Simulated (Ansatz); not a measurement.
# Formation energy and levels of the antisite Be_H (site 2) in BeH2 (Ibam), part 2 of 2

Aim: at which Fermi levels does Be_H (site 2) in BeH2 (Ibam) change its charge? The model is a cell of 72 host atoms with 1 H taken out and 1 Be put in.

Ansatz; place-levels on PBEsol runs: charge-transition levels and formation energies with image-charge correction and potential alignment at the atomic sites.

So far: The starting structure; What was run first; Levels against the band edges, PBEsol.

## (3) Levels against the band edges, PBEsol (continued)

Levels between the charges placed, in eV above the valence top:

|  | gap (eV) | (+2/+1) | (+1/0) | (0/−1) | (−1/−2) |
| --- | --- | --- | --- | --- | --- |
| PBEsol | 4.83 | 0.34 | 3.64 | 4.04 | 5.31 |

Corrections by state:

| charge | moment (μB) | image terms and alignment (eV) | band filling (eV) | ε used | over the lowest of its charge, as the program ranks them, band filling apart (eV) |
| --- | --- | --- | --- | --- | --- |
| +2 | 1.0 | 1.912 | - | principal values (4.37, 5.16, 5.26) | 0.000 |
| +1 | 0.0 | 0.566 | - | principal values (4.37, 5.16, 5.26) | 0.000 |
| 0 | 1.0 | 0.000 | - | - | 0.000 |
| −1 | 0.0 | 0.298 | - | principal values (4.37, 5.16, 5.26) | 0.000 |
| −2 | 1.0 | 1.333 | -0.470 | principal values (4.37, 5.16, 5.26) | 0.000 |

The charged structures listed were also run neutral, and place-levels reads from each pair, by the potential or the spins, how wide the charge is by which they differ; that can be the carrier of either run.

| charge | rms radius (Å) | spread where it is widest against the cell (Å) | wide from (Å) | reading |
| --- | --- | --- | --- | --- |
| +2 | 2.9 | 1.68 | 1.13 | wide |
| +1 | 3.3 | 2.03 | 1.13 | wide |
| −1 | 2.9 | 2.01 | 1.13 | wide |
| −2 | 3.5 | 2.24 | 1.13 | wide |

The neutral runs of these pairs need not share the spin of the lowest neutral state, and very wide values only mean spread over the cell.

From the program's caveats on the states, each cut to its opening words:

- charge +2 (1 μB): it parts from the run at its places by a charge that spreads by about 1.7 Å along one vector (1.1 Å or more is wide), by its potential at epsilon [3.63, 3.74, [...]
- charge +2 (1 μB): its alignment with the host at atomic sites is doubtful: the mean over the far sites moves by +0.3739 eV from their farther parts to their nearer, more than [...]
- charge +2 (1 μB): its alignment with the host at atomic sites is doubtful: the bonds of the host's hydrogens, which are not read, differ in the charged cell from the host's by [...]
- charge +2 (1 μB): the far atoms show a dipole or second moment of the defect's charge, for which the correction takes or leaves out 0.707 eV: further moments aren't read, and [...]
- charge +2 (1 μB): its sublattices stand up to 0.0808 Å off the host's, which by the two runs' forces adds about +0.01 eV to its energy against the host's, and moves the band [...]
- charge +2 (1 μB): its displacements don't fall off away from the defect: farther atoms stand 0.053 Å off the host's places
- charge +1, −1: it parts from the run at its places by a charge that spreads by about 2 Å along one vector (1.1 Å or more is wide), by its potential at epsilon [3.63, 3.74, [...]
- charge +1: its alignment with the host at atomic sites is doubtful: the mean over the far sites moves by +0.1782 eV from their farther parts to their nearer, more than [...]
- charge +1: the far atoms show a dipole or second moment of the defect's charge, for which the correction takes or leaves out 0.092 eV: further moments aren't read, and [...]
- charge +1: its displacements don't fall off away from the defect: farther atoms stand 0.042 Å off the host's places
- charge 0 (1 μB): its alignment with the host at atomic sites is doubtful: the mean over the far sites moves by +0.0724 eV from their farther parts to their nearer, more than [...]
- charge 0 (1 μB): the far atoms show a dipole or second moment of the defect's charge, for which the correction takes or leaves out 0.067 eV: further moments aren't read, and [...]
- charge 0 (1 μB): its displacements don't fall off away from the defect: farther atoms stand 0.041 Å off the host's places
- charge −1: its displacements don't fall off away from the defect: farther atoms stand 0.065 Å off the host's places

Chemical potentials of the elements' reference phases, run alike. Formation energies (elemental references), with the Fermi level at the valence top and at the conduction bottom (gap 4.83 eV):

| charge | at valence top (eV) | at conduction bottom (eV) | correction included (eV) |
| --- | --- | --- | --- |
| +2 | -0.93 | 8.72 | 1.91 |
| +1 | -0.59 | 4.23 | 0.57 |
| 0 | 3.05 | 3.05 | 0.00 |
| −1 | 7.09 | 2.26 | 0.30 |
| −2 | 12.39 | 2.74 | 0.86 |

Fermi level (eV), lowest formation energy (eV) and a bar from the least value:
```
     0.00      -0.93 
     0.44      -0.16 ######
     0.88       0.28 #########
     1.32       0.72 ############
     1.75       1.16 ################
     2.19       1.60 ###################
     2.63       2.04 ######################
     3.07       2.48 ##########################
     3.51       2.92 #############################
     3.95       3.05 ##############################
     4.39       2.70 ###########################
     4.83       2.26 ########################
```

## (4) The same at the relaxations' own k-points

The relaxations' own energies give the levels at their sampling, for comparison.

levels.relax_mesh.yaml reads:

```yaml
host:
  run: host.relax.run
  levels_from: { run: edges.relax.run }
states: [qm2_M1.relax.run, qm1.relax.run, q0_M1.relax.run, qp1.relax.run, qp2_M1.relax.run]
chemical_potentials:
  H:
    energy: -15.609288
    dataset: "<sha256 of the dataset>"
  Be:
    energy: -90.352386
    dataset: <sha256 of the dataset>
```

Started as:

```
$ ansatz place-levels levels.relax_mesh.yaml -- --threads 4 --pin off --max-ram 7536MiB
```

Log:

```text
(+2/+1) 0.349 eV above the valence edge, 4.478 eV under the conduction edge
(+1/0) 3.628 eV above the valence edge, 1.199 eV under the conduction edge
(0/-1) 3.914 eV above the valence edge, 0.913 eV under the conduction edge
[...]
formation energy of charge +2: -0.961 eV with the Fermi level at the valence edge
formation energy of charge +1: -0.612 eV with the Fermi level at the valence edge
formation energy of charge 0: +3.016 eV with the Fermi level at the valence edge
formation energy of charge -1: +6.930 eV with the Fermi level at the valence edge
formation energy of charge -2: +12.213 eV with the Fermi level at the valence edge
  edges by pbesol of host.levels_from (edges.relax.run), its mesh sampled to repeats of 31.95 Å (the valence edge +0.218 eV and the conduction edge -0.630 eV from those of the host's own run), gap 4.827 eV; the host is sampled to repeats of 8.53 Å
[... the lines on each state left out ...]
```

It took 0.24 s on 4 threads of Arm Neoverse V1, shared host.

Levels between neighbouring charges, in eV above the valence top:

|  | gap (eV) | (+2/+1) | (+1/0) | (0/−1) | (−1/−2) |
| --- | --- | --- | --- | --- | --- |
| one point at (¼, ¼, ¼) | 4.83 | 0.35 | 3.63 | 3.91 | 5.28 |
| a 2×2×2 shifted mesh | 4.83 | 0.34 | 3.64 | 4.04 | 5.31 |

Going from one point at (¼, ¼, ¼) to a 2×2×2 shifted mesh moves the levels that carry no band-filling term by up to 0.12 eV and formation energies against the elements by up to 0.18 eV; band-filling terms, which differ between samplings, are in these energies.

## (5) Summary of results

| Quantity | Value |
| --- | --- |
| gap of the host | 4.83 eV (PBEsol) |
| level (plus 2/plus 1) | 0.34 eV above the valence top |
| level (plus 1/0) | 3.64 eV above the valence top |
| level (0/minus 1) | 4.04 eV above the valence top |
| level (minus 1/minus 2) | 5.31 eV above the valence top, past the conduction bottom (5.78 eV above the valence top without the band-filling term) |
| lowest of the charges placed, just above the valence top (0.02 eV) | +2 |
| lowest of the charges placed, just below the conduction bottom (0.02 eV) | −1 |
| lowest formation energy at mid-gap of the charges run, elemental references | 1.82 eV |

In words: Of the charges placed (−2, −1, 0, +1 and +2), the lowest changes at 0.34 eV (+2/+1), 3.64 eV (+1/0) and 4.04 eV (0/−1) above the valence top, in a gap of 4.83 eV. (+2/+1) lies nearer to a band edge than the share of the finite-size correction in it (1.35 eV), and that correction holds for a localised charge alone. Charges above +2 were not placed, so these runs say nothing of levels that involve them. States placed: +2 at 1 μB; +1 at 0 μB; 0 at 1 μB; −1 at 0 μB; −2 at 1 μB. Other spin states or structures, where not listed, weren't placed. The program finds carriers beyond a band edge of the host and adds a band-filling term at charge −2 (-0.47 eV); steps to such a charge show no bound level, and a defect level inside a band would be read the same way. Corrections reach 1.9 eV, so the cell is small for these charges and their levels are rough. At charge −2, −1, 0, +1 and +2 the atom put in ends up to 2.0 Å from its starting place, so the name tells the start alone and the levels can join different sites. Going from one point at (¼, ¼, ¼) to a 2×2×2 shifted mesh moves the levels that carry no band-filling term by up to 0.12 eV and formation energies against the elements by up to 0.18 eV; band-filling terms, which differ between samplings, are in these energies. The program doubts the alignment of potentials for at least one state, a sign that the cell is small. What this leaves open: the images are only 8.0 Å apart; PBEsol makes the gap too small and tends to spread out bound carriers; force components of up to 0.19 eV/Å remain in a run at the final settings.

[Logs are printed without paths, hosts, clocks, repeated set-up lines and the standing remarks that a program may print on its own settings, such as how far it seeks lower states.]

[Hosts, paths, dates, database ids (printed as entryN), source tags and the programs' standing remarks are cut or masked in the printed files.]

[Where a table of states has a column of steps, it counts the stored structures, which are thinned; the runs took as many ionic steps or more.]

[A defect's name tells the site on which it was built; relaxed atoms can leave that site.]

[For some hosts the program warned that the k-mesh of the response run may be too coarse for force constants and the static dielectric constant; such warnings are not shown here.]
